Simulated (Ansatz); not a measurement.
## (GaP)1(GaAs)3 [001] superlattice, started as zinc blende: from the cell to its phonons

The cell of (GaP)1(GaAs)3 [001] superlattice, started as zinc blende is at rest. What are its phonons?

Main program and level: Ansatz 0.2.0; DFT PBEsol, scalar-relativistic, plane waves, PAW.

The structure was built from a prototype and need not be the compound's stable phase.

## (1) The starting structure

Symmetry: P-4m2, No. 115, tetragonal system. Conventional cell: a = 3.962 Å, b = 3.962 Å, c = 11.204 Å, α = 90.00°, β = 90.00°, γ = 90.00°. Nearest to As lie 4 Ga at 2.44 Å. Ga has 2 P at 2.38 Å and 2 As at 2.44 Å nearest. Nearest to Ga lie 4 As at 2.44 Å. P has 4 Ga at 2.38 Å nearest. Farther neighbours are not listed.

Structure file:

```cif
data_structure
_symmetry_space_group_name_H-M 'P-4m2'
_symmetry_Int_Tables_number 115
_cell_length_a 3.9618
_cell_length_b 3.9618
_cell_length_c 11.2041
_cell_angle_alpha 90.000
_cell_angle_beta 90.000
_cell_angle_gamma 90.000
_cell_volume 175.86
loop_
_atom_site_label
_atom_site_type_symbol
_atom_site_symmetry_multiplicity
_atom_site_Wyckoff_symbol
_atom_site_fract_x
_atom_site_fract_y
_atom_site_fract_z
_atom_site_occupancy
As1 As 2 f 0.50000 0.50000 0.24556 1
As2 As 1 d 0.00000 0.00000 0.50000 1
Ga1 Ga 2 g 0.50000 0.00000 0.88171 1
Ga2 Ga 2 g 0.50000 0.00000 0.37267 1
P1 P 1 a 0.00000 0.00000 0.00000 1
```

## (2) Modes at Γ

The cell comes from relaxations at this level that are not shown. The zone centre is the only wavevector solved here; it holds the modes that light can see, as far as symmetry allows. The response to a homogeneous field gives the Born charges and the dielectric tensor, and its change with displacement the Raman tensors.

Contents of input.yaml:

```yaml
crystal:
  lattice:
    - [2.8014445176, 2.8014445176, 0.0]
    - [-2.8014445176, 2.8014445176, 0.0]
    - [0.0, 0.0, 11.2040692869]
  atoms:
    - { symbol: As, position: [1.0, 0.5, 0.3705579198] }
    - { symbol: As, position: [0.5, 1.0, 0.625] }
    - { symbol: As, position: [1.0, 0.5, 0.8794420802] }
    - { symbol: Ga, position: [0.0, 0.0, 0.0067124376] }
    - { symbol: Ga, position: [0.5, 0.5, 0.2432875624] }
    - { symbol: Ga, position: [0.0, 0.0, 0.4976673345] }
    - { symbol: Ga, position: [0.5, 0.5, 0.7523326655] }
    - { symbol: P, position: [0.5, 1.0, 0.125] }
kpoints:
  mp_grid: { grid: [8, 8, 2] }
hamiltonian:
  xc: pbesol
scf:
  occupations: { method: fixed }
output:
  eigenvalues: true
phonons:
  method: dfpt
  dielectric: true
  rigid_motions: translations
  raman: true
```

Command:

```sh
$ ansatz run input.yaml --threads 8 --pin off --max-ram 14336MiB --backend cpu --events-out ev --progress --plain --runs-dir out
```

Numbers of over 12 decimals in the logs are rounded to 6 here.

Output:

```text
Engine: ansatz 0.2.0, aarch64-unknown-linux-gnu
Pseudopotentials: kind: paw
Pseudopotential: As, paw, valence charge 15, recommended cutoff 420 eV (normal), As.paw.azcp
Pseudopotential: Ga, paw, valence charge 13, recommended cutoff 420 eV (normal), Ga.paw.azcp
Pseudopotential: P, paw, valence charge 5, recommended cutoff 420 eV (normal), P.paw.azcp
Functional definition: PBEsol
  exchange = pbesol_x
  correlation = pbesol_c
Crystal: 8 atoms, lattice volume = 175.861 Å³
Basis set: ecut = 420 eV, 3413 PW (Γ), exchange–correlation on 60×60×160 points (8 copies of the dense FFT grid, shifted against one another)
Bands: 62, of which v1, the nominal top of the filled ones, is band 51 counted from 1 (50 counted from 0)
Symmetry: 8 space group operations
k-points: 68 of 128 (irreducible under 1 space group operation, time reversal used)
Non-local potential: As, projectors of the file, l = 0: 2, l = 1: 2, l = 2: 3, l = 3: 1
Non-local potential: Ga, projectors of the file, l = 0: 2, l = 1: 2, l = 2: 3, l = 3: 1
Non-local potential: P, projectors of the file, l = 0: 2, l = 1: 2, l = 2: 2
PAW form: soft (Blöchl's): semilocal exchange-correlation on the pseudo side does not see the compensation charge
PAW frozen core: As, regenerated for the run's functional, and the local potential with it (the file was generated under x = pbe(κ = 0.804, μ = 0.219515), c = pbe(β = 0.066725))
PAW frozen core: Ga, regenerated for the run's functional, and the local potential with it (the file was generated under x = pbe(κ = 0.804, μ = 0.219515), c = pbe(β = 0.066725))
PAW frozen core: P, regenerated for the run's functional, and the local potential with it (the file was generated under x = pbe(κ = 0.804, μ = 0.219515), c = pbe(β = 0.066725))
PAW one-centre angular grid: As, 590 points (default); XC on 64 Gauss nodes
PAW one-centre angular grid: Ga, 590 points (default); XC on 64 Gauss nodes
PAW one-centre angular grid: P, 110 points (default); XC on 64 Gauss nodes
Initial density: superposition of atomic densities (neutral atoms: chi_scale 0, normalization atom), corrected by the library's trained network
Initial wavefunctions: pseudopotential atomic-orbital guess
Functional: x = pbesol(κ = 0.804, μ = 0.123457), c = pbesol(β = 0.046)
SCF iter   1: F=—  HF=-30154.600865 eV  |F-HF|=—  |Δ(HF+E_count)|=         —  Δρ=3.67e-3  dr2=3.87e-2  ethr=1.77e-3  ⟨swp⟩=5.2  Hψ=13492  notcnv=0  defer=518
preconditioner: auto → Resta (q_TF=auto, 2.492 Å⁻¹)  ε∞=3.7  [insulator: Δε(μ)=0.715 eV  Ē_g=14.403 eV  n_scr=48 (ndim 8)  ℏωp=23.8 eV  f_vac=0.065  ε∞_Penn≈3.7]
SCF iter   2: F=—  HF=-30154.584846 eV  |F-HF|=—  |Δ(HF+E_count)|=   1.60e-2  Δρ=1.83e-3  dr2=8.86e-3  ethr=3.80e-5  ⟨swp⟩=3.2  Hψ=7888  notcnv=0  defer=612
SCF iter   3: F=—  HF=-30154.583603 eV  |F-HF|=—  |Δ(HF+E_count)|=   1.24e-3  Δρ=5.96e-4  dr2=1.03e-3  ethr=8.69e-6  ⟨swp⟩=2.6  Hψ=6041  notcnv=0  defer=610
SCF iter   4: F=—  HF=-30154.583652 eV  |F-HF|=—  |Δ(HF+E_count)|=   4.88e-5  Δρ=2.72e-4  dr2=2.07e-4  ethr=1.01e-6  ⟨swp⟩=2.0  Hψ=6447  notcnv=0  defer=606
SCF iter   5: F=—  HF=-30154.583650 eV  |F-HF|=—  |Δ(HF+E_count)|=   2.12e-6  Δρ=1.35e-4  dr2=2.81e-5  ethr=2.03e-7  ⟨swp⟩=2.0  Hψ=6301  notcnv=0  defer=552
SCF iter   6: F=—  HF=-30154.583678 eV  |F-HF|=—  |Δ(HF+E_count)|=   2.86e-5  Δρ=3.08e-5  dr2=1.81e-6  ethr=2.76e-8  ⟨swp⟩=2.0  Hψ=6299  notcnv=0  defer=543
SCF iter   7: F=—  HF=-30154.583681 eV  |F-HF|=—  |Δ(HF+E_count)|=   2.58e-6  Δρ=7.96e-6  dr2=1.39e-7  ethr=1.77e-9  ⟨swp⟩=2.3  Hψ=6406  notcnv=0  defer=543
SCF iter   8: F=—  HF=-30154.583681 eV  |F-HF|=—  |Δ(HF+E_count)|=   1.38e-7  Δρ=2.10e-6  dr2=2.16e-8  ethr=1.36e-10  ⟨swp⟩=2.8  Hψ=7569  notcnv=0  defer=543
SCF iter   9: F=—  HF=-30154.583681 eV  |F-HF|=—  |Δ(HF+E_count)|=  5.35e-10  Δρ=1.08e-6  dr2=1.14e-9  ethr=2.12e-11  ⟨swp⟩=2.2  Hψ=7335  notcnv=0  defer=543
SCF iter  10: F=-30154.583681 eV  HF=-30154.583681 eV  |F-HF|=3.27e-11  |Δ(HF+E_count)|=   1.15e-9  Δρ=1.52e-7  dr2=5.76e-11  ethr=1.00e-12  ⟨swp⟩=14.9  Hψ=32931  notcnv=0
SCF 1 converged in 10 iterations: F = -30154.583681 eV  dr2 = 5.76e-11
  greatest PAW one-centre occupation: 0.999 electrons in one spin orbital (limit 2), on the As atom at site 1 (counted from 0), in its partial waves of l = 2
DFPT response loops at Γ: preconditioner auto → Resta (q_TF=auto, 2.492 Å⁻¹)  ε∞=9.1 (no band partly filled); β = 1.00, the filter's whole step (`scf.mixing.beta` (0.50) is not read by the response loops at its default; to damp them type it under 1.00, their step now; it binds the ground state too); Broyden in place of MSR1
── the response to a field inside a basis, on 14×14×6 k-points: an SCF that follows is theirs, and a resumed run solves both again ──
Bands: 52, of which v1, the nominal top of the filled ones, is band 51 counted from 1 (50 counted from 0)
k-points: 84
Initial density: handed on by an earlier stage of this run
Initial wavefunctions: pseudopotential atomic-orbital guess (no wavefunctions were taken with the density)
Eigensolver: Dense (84 Hₖ)
SCF iter   1: F=—  HF=-30154.305955 eV  |F-HF|=—  |Δ(HF+E_count)|=         —  Δρ=4.98e-4  dr2=2.38e-4  ethr=1.00e-1
preconditioner: auto → Resta (q_TF=auto, 2.492 Å⁻¹)  ε∞=4.6  [insulator: Δε(μ)=0.774 eV  Ē_g=12.467 eV  n_scr=48 (ndim 8)  ℏωp=23.8 eV  f_vac=0.047  ε∞_Penn≈4.6]
SCF iter   2: F=—  HF=-30154.305953 eV  |F-HF|=—  |Δ(HF+E_count)|=   1.91e-6  Δρ=2.57e-4  dr2=6.67e-5  ethr=2.34e-7
SCF iter   3: F=—  HF=-30154.305980 eV  |F-HF|=—  |Δ(HF+E_count)|=   2.66e-5  Δρ=1.23e-4  dr2=1.98e-5  ethr=6.54e-8
SCF iter   4: F=—  HF=-30154.305988 eV  |F-HF|=—  |Δ(HF+E_count)|=   8.42e-6  Δρ=2.50e-5  dr2=1.67e-6  ethr=1.94e-8
SCF iter   5: F=—  HF=-30154.305989 eV  |F-HF|=—  |Δ(HF+E_count)|=   8.54e-7  Δρ=1.15e-5  dr2=3.26e-7  ethr=1.64e-9
SCF iter   6: F=—  HF=-30154.305989 eV  |F-HF|=—  |Δ(HF+E_count)|=   2.01e-7  Δρ=2.77e-6  dr2=2.89e-8  ethr=3.20e-10
SCF iter   7: F=—  HF=-30154.305989 eV  |F-HF|=—  |Δ(HF+E_count)|=   6.05e-9  Δρ=9.52e-7  dr2=2.08e-9  ethr=2.83e-11
SCF iter   8: F=—  HF=-30154.305989 eV  |F-HF|=—  |Δ(HF+E_count)|=   1.11e-9  Δρ=3.88e-7  dr2=2.49e-10  ethr=2.04e-12
SCF iter   9: F=—  HF=-30154.305989 eV  |F-HF|=—  |Δ(HF+E_count)|=  7.28e-12  Δρ=2.16e-7  dr2=5.40e-11  ethr=1.00e-12
SCF iter  10: F=-30154.305989 eV  HF=-30154.305989 eV  |F-HF|=3.64e-12  |Δ(HF+E_count)|=  5.82e-11  Δρ=4.38e-8  dr2=4.96e-12  ethr=1.00e-12
SCF 1 converged in 10 iterations: F = -30154.305989 eV  dr2 = 4.96e-12
DFPT response loops at Γ: preconditioner auto → Resta (q_TF=auto, 2.492 Å⁻¹)  ε∞=8.8 (no band partly filled); β = 1.00, the filter's whole step (`scf.mixing.beta` (0.50) is not read by the response loops at its default; to damp them type it under 1.00, their step now; it binds the ground state too); Broyden in place of MSR1
DFPT response loops at Γ: mixed as the last ones told, above
WARN: field response: the Raman tensors and χ⁽²⁾ stand inside a basis, whose 14×14×6 points do not settle the susceptibility there: take them as unconverged, whatever they are read to err by, and compare with a denser kpoints.mp_grid
WARN: field response: inside a basis, on 14×14×6 points, no mesh in reach settles it: take ε∞, Z* and everything formed from them with what they may err, as stated (eps_inf_uncertainty, zstar_uncertainty_e), and compare with field_mesh: kpoints on a denser kpoints.mp_grid
WARN: field response: ε∞ stands inside a basis, on 14×14×6 points; the force constants stand on the 8×8×2 k-mesh, whose period is 7.38 times the interband length at k = (0.0000, 0.0000, 0.0000), direct gap 0.725 eV, under 14: take them and everything formed from them as unconverged, and compare with a denser kpoints.mp_grid
SCF converged after 10 iterations
Free energy (F): -30154.583681 eV
Harris-Foulkes:  -30154.583681 eV  (|F-HF|=3.27e-11)
Internal energy: -30154.583681 eV  (E = F + TS)
E sigma→0 (E₀):  -30154.583681 eV
Fermi energy:    7.838577 eV
--- Per-component energies (eV) ---
  E_band       = -1011.610411
  E_kinetic    = 844.252715
  E_local      = -14497.365188  (includes V_loc(G=0)·N_el)
  E_nonlocal   = -266.834055
  E_hartree    = 7200.172775
  E_xc         = -571.374532
  E_vxc        = -531.287242  (∫ρ·V_xc dr)
  E_paw        = -13731.929277  (= ΣΔE_a)
  E_vpaw       = -960.721785  (= ΣTr[D̂ρ^β])
  E_aug_tail   = -0.000433  (compensation charges beyond the density's cutoff)
  E_ewald      = -9137.902981
  E_core_change = 6.397293  (= ΣΔE_core)
  E_smearing   = -0.000000  (= −TS)
  E_closure    = 0.000000  (closes the sum)
  Σ components = -30154.583681   (vs F -30154.583681, Δ=0.00e0)
--- Band table (eV; the first three rows and the last of 68) ---
  k-point 0: bands = [... 47 lower, 6.2397, 7.8087, 7.8386, 7.8386, 8.5640, 9.2012, 9.2748, 9.7932, ... 7 higher]
  k-point 1: bands = [... 47 lower, 7.0705, 7.0705, 7.2743, 7.2743, 9.1171, 9.2376, 10.0166, 10.1065, ... 7 higher]
  k-point 2: bands = [... 47 lower, 6.3131, 6.4480, 7.4058, 7.7780, 9.3494, 9.5927, 10.0340, 10.3123, ... 7 higher]
  k-point 67: bands = [... 47 lower, 4.6840, 4.6928, 4.7867, 4.8070, 10.1469, 10.2983, 10.3555, 10.5246, ... 7 higher]
--- Phonons (Γ-DFPT): 10 representative perturbations + reference, on 68 of 128 k-points (Σ response iterations 38) ---
  k mesh reduced under 1 symmetry operation, with k and −k counted as one. Each operation leaves every solved perturbation unchanged. A smaller set is not considered because the run solves the response to a homogeneous field
  ASR residual: 8.074e-5 → 0.000e0 eV/Å²; symmetrization residual: 2.429e-5 eV/Å²
  ASR residual per site (eV/Å²): 8.07e-5 4.31e-5 8.07e-5 7.79e-5 7.79e-5 6.46e-5 6.46e-5 6.06e-5
  Γ frequencies (cm⁻¹): 0.00 0.00 0.00 67.52 67.52 68.74 68.74 84.92 84.92 130.92 141.19 233.96 235.12 251.56 251.56 254.07 254.07 263.20 263.20 269.92 275.81 337.19 337.19 349.25
  ε∞ (high-frequency dielectric tensor):
       13.029824     0.000000     0.000000
        0.000000    13.029824    -0.000000
        0.000000    -0.000000    12.933792
  ε⁰ (static dielectric tensor: ions relaxed, cell fixed):
       15.023428     0.000000     0.000000
        0.000000    15.023428     0.000000
        0.000000     0.000000    14.891927
  ε⁰ − ε∞ (ionic part):
        1.993604     0.000000     0.000000
        0.000000     1.993604     0.000000
        0.000000     0.000000     1.958135
  softest optical mode at Γ: 67.52 cm⁻¹; the repairs (sum rule, projections) moved no ω² at Γ by more than (2.38 cm⁻¹)²
  Born effective charges Z* (e; rows j = field, columns β = displacement):
    site 0:
        -1.99924   -0.03892   -0.00000
        -0.03892   -1.99924    0.00000
        -0.00000    0.00000   -2.09347
    site 1:
        -2.02798    0.00000   -0.00000
        -0.00000   -2.02798    0.00000
         0.00000    0.00000   -2.03630
    site 2:
        -1.99924    0.03892   -0.00000
         0.03892   -1.99924    0.00000
         0.00000    0.00000   -2.09347
    site 3:
         2.17286   -0.05157   -0.00000
        -0.05157    2.17286   -0.00000
        -0.00000   -0.00000    2.15458
    site 4:
         2.17286    0.05157    0.00000
         0.05157    2.17286   -0.00000
         0.00000   -0.00000    2.15458
    site 5:
         2.05308    0.02901    0.00000
         0.02901    2.05308   -0.00000
        -0.00000   -0.00000    2.06476
    site 6:
         2.05308   -0.02901   -0.00000
        -0.02901    2.05308   -0.00000
         0.00000   -0.00000    2.06476
    site 7:
        -2.42540   -0.00000    0.00000
         0.00000   -2.42540    0.00000
        -0.00000    0.00000   -2.21544
  Z* charge neutrality: 7.443e-2 e pre-enforcement
  solved inside a basis spanned on kpoints, on 14×14×6 k-points transformed towards the longest dipole, which do not settle them: ε∞ is read to err by 2.0e-1, Z* by 1.1e-1 e (field_mesh: kpoints solves on kpoints); Z* is corrected for what the basis lacks
  Raman tensors (in the event stream and the table raman_tensors.tsv): an entry may err by 2.3e0 Å², one of the second-order susceptibility by 1.8e1 pm/V (basis, points and sum rule); their sum over the sites missed zero by 1.281e-2 Å² ahead of its enforcement
  optical modes at Γ without the LO–TO term, one row a degenerate level:
      ω (cm⁻¹)  modes    IR ((D/Å)²/amu)  static Raman (Å⁴/amu)  depolarisation
         67.52      2             0.0001                 0.1433           0.750
         68.74      2             0.0001                 0.0069           0.750
         84.92      2             0.0050                 5.6252           0.750
        130.92      1             0.0000                65.4381           0.010
        141.19      1             0.0132                 8.2940           0.750
        233.96      1             0.6459               119.9636           0.750
        235.12      1             0.0000               135.0812           0.002
        251.56      2             0.0004                 0.8653           0.750
        254.07      2             0.0358                 4.2030           0.750
        263.20      2            14.3724              2693.8171           0.750
        269.92      1             7.8717              1642.4691           0.750
        275.81      1             0.0000               133.7038           0.001
        337.19      2            13.6399              1509.9082           0.750
        349.25      1             4.9945               342.8703           0.750
  optical modes at Γ + LO–TO along q̂ = [1.0000, 0.0000, 0.0000]:
      ω (cm⁻¹)  modes    IR ((D/Å)²/amu)  static Raman (Å⁴/amu)  depolarisation
         67.52      1             0.0001                 0.0716           0.750
         67.52      1             0.0000                 0.0585           0.750
         68.74      1             0.0001                 0.0034           0.750
         68.74      1             0.0000                 0.0011           0.750
         84.92      1             0.0025                 2.8126           0.750
         84.93      1             0.0019                 2.3135           0.750
        130.92      1             0.0000                65.4381           0.010
        141.19      1             0.0132                 8.2940           0.750
        233.96      1             0.6459               119.9636           0.750
        235.12      1             0.0000               135.0812           0.002
        251.56      1             0.0002                 0.4326           0.750
        251.56      1             0.0000                 0.5241           0.750
        254.07      1             0.0179                 2.1015           0.750
        254.08      1             0.0028                 0.4333           0.750
        263.20      1             7.1862              1346.9086           0.750
        269.92      1             7.8717              1642.4691           0.750
        273.91      1             5.2043              2068.6458           0.750
        275.81      1             0.0000               133.7038           0.001
        337.19      1             6.8199               754.9541           0.750
        347.84      1             8.8179              2448.5693           0.750
        349.25      1             4.9945               342.8703           0.750
  optical modes at Γ + LO–TO along q̂ = [0.0000, 1.0000, 0.0000]:
      ω (cm⁻¹)  modes    IR ((D/Å)²/amu)  static Raman (Å⁴/amu)  depolarisation
         67.52      1             0.0001                 0.0716           0.750
         67.52      1             0.0000                 0.0585           0.750
         68.74      1             0.0001                 0.0034           0.750
         68.74      1             0.0000                 0.0011           0.750
         84.92      1             0.0025                 2.8126           0.750
         84.93      1             0.0019                 2.3135           0.750
        130.92      1             0.0000                65.4381           0.010
        141.19      1             0.0132                 8.2940           0.750
        233.96      1             0.6459               119.9636           0.750
        235.12      1             0.0000               135.0812           0.002
        251.56      1             0.0002                 0.4326           0.750
        251.56      1             0.0000                 0.5241           0.750
        254.07      1             0.0179                 2.1015           0.750
        254.08      1             0.0028                 0.4333           0.750
        263.20      1             7.1862              1346.9086           0.750
        269.92      1             7.8717              1642.4691           0.750
        273.91      1             5.2043              2068.6458           0.750
        275.81      1             0.0000               133.7038           0.001
        337.19      1             6.8199               754.9541           0.750
        347.84      1             8.8179              2448.5693           0.750
        349.25      1             4.9945               342.8703           0.750
  optical modes at Γ + LO–TO along q̂ = [0.0000, 0.0000, 1.0000]:
      ω (cm⁻¹)  modes    IR ((D/Å)²/amu)  static Raman (Å⁴/amu)  depolarisation
         67.52      2             0.0001                 0.1433           0.750
         68.74      2             0.0001                 0.0069           0.750
         84.92      2             0.0050                 5.6252           0.750
        130.92      1             0.0000                65.4381           0.010
        141.22      1             0.0091                10.1138           0.750
        234.83      1             0.2903               109.7535           0.750
        235.12      1             0.0000               135.0812           0.002
        251.56      2             0.0004                 0.8653           0.750
        254.07      2             0.0358                 4.2030           0.750
        263.20      2            14.3724              2693.8171           0.750
        275.81      1             0.0000               133.7038           0.001
        282.22      1             6.5259              2846.4934           0.750
        337.19      2            13.6399              1509.9082           0.750
        356.99      1             6.6999              1495.6455           0.750
```

Elapsed: 17 min, on 8 threads of Arm Neoverse V2, shared host; peak memory 4.6 GiB; 2.1 h of CPU time.

This step gave:

```
gap on the k-mesh                                       : 0.7255 eV
volume per atom                                         : 21.98 Å³
sum-rule residual before enforcement                    : 8.07e-5 eV/Å²
miss of the charge sum rule                             : 0.07443 e
estimated error of the dielectric tensor                : 0.2021
estimated error of the Born charges                     : 0.1131 e
point group                                             : -42m
highest optical mode at the zone centre (no LO-TO term) : 349.2 cm⁻¹
lowest optical zone-centre mode                         : 67.52 cm⁻¹
mean high-frequency dielectric constant                 : 13.00
largest Born charge (third of the trace)                : -2.355 e
mean static dielectric constant                         : 14.98
top of the zone-centre spectrum with the field          : 357.0 cm⁻¹
```

(Continued in part 2 of 2.)

[Logs are printed without paths, hosts, clocks, repeated set-up lines and the standing remarks that a program may print on its own settings, such as how far it seeks lower states.]

[Hosts, paths, dates, database ids (printed as entryN), source tags and the programs' standing remarks are cut or masked in the printed files.]
